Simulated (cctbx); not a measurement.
# What resolution and counting buy: LaOs2Rh2N4

Space group P4_2 (no. 77), a = 7.7710 Å, b = 7.7710 Å, c = 4.1330 Å, α = 90.00°, β = 90.00°, γ = 90.00°.

```csv
atom,mult.,x,y,z,Ueq (Å²)
Os1,4,0.8547,0.8936,0.3494,0.0110
La1,2,1/2,0,0.7280,0.0141
Rh1,4,0.6587,0.6074,0.6368,0.0147
N1,4,0.3402,0.2817,0.1470,0.0245
N2,4,0.1623,0.2246,0.8601,0.0295
```

The model was made for the exercise: a known structure type with other elements put in, its volume estimated, not relaxed; displacement parameters are assumed.

Five simulated data sets (cctbx; Mo Kα, λ = 0.71073 Å; 6 % proportional error) differ in resolution or exposure (noise floor 8 counts in the first three, 8 in the last two). Each is refined with the right model, isotropic at 1.1 Å and anisotropic otherwise. How do the figures of merit and the uncertainties move?

```
d min (Å)  top counts  ⟨I/σ⟩ (unmerged, absences included)  unique  param. (scale apart)   Rint      R1  GooF  largest s.u. xyz (fractional)  s.u. U of N1 (Å²)  largest error (Å)
      1.1       70000                                 15.0     195                    18  0.041  0.0133  0.97                        0.00410             0.0032             0.0113
     0.84       70000                                 14.1     449                    41  0.045  0.0139  0.95                        0.00318             0.0033             0.0102
      0.6       70000                                 12.9    1205                    41  0.043  0.0143  0.93                        0.00158             0.0015             0.0282
     0.75         300                                  1.6     626                    41  0.298  0.0741  0.95                        0.03685             0.3739             0.0788
     0.75        3000                                  6.4     626                    41  0.070  0.0303  0.95                        0.01114             0.0133             0.0327
```

The number of reflections grows roughly as 1/d³: 195, 449 and 1205 here. R1 follows the noise rather than the truth: at 300 counts it is 0.0741, at 3000 counts 0.0303, while GooF is 0.95 and 0.95: the weights 1/σ² carry the noise. The s.u. of U (U11 where anisotropic) for N1 goes 0.0032, 0.0033, 0.0015 Å² with resolution and 0.3739, 0.0133 Å² with exposure.

Hardware for the 0.6 Å refinement: 0.8 s on 1 thread of Arm Neoverse N1 (shared host), peak memory 0.09 GiB.

[Logs are printed without paths, hosts, clocks, repeated set-up lines and the standing remarks that a program may print on its own settings, such as how far it seeks lower states.]
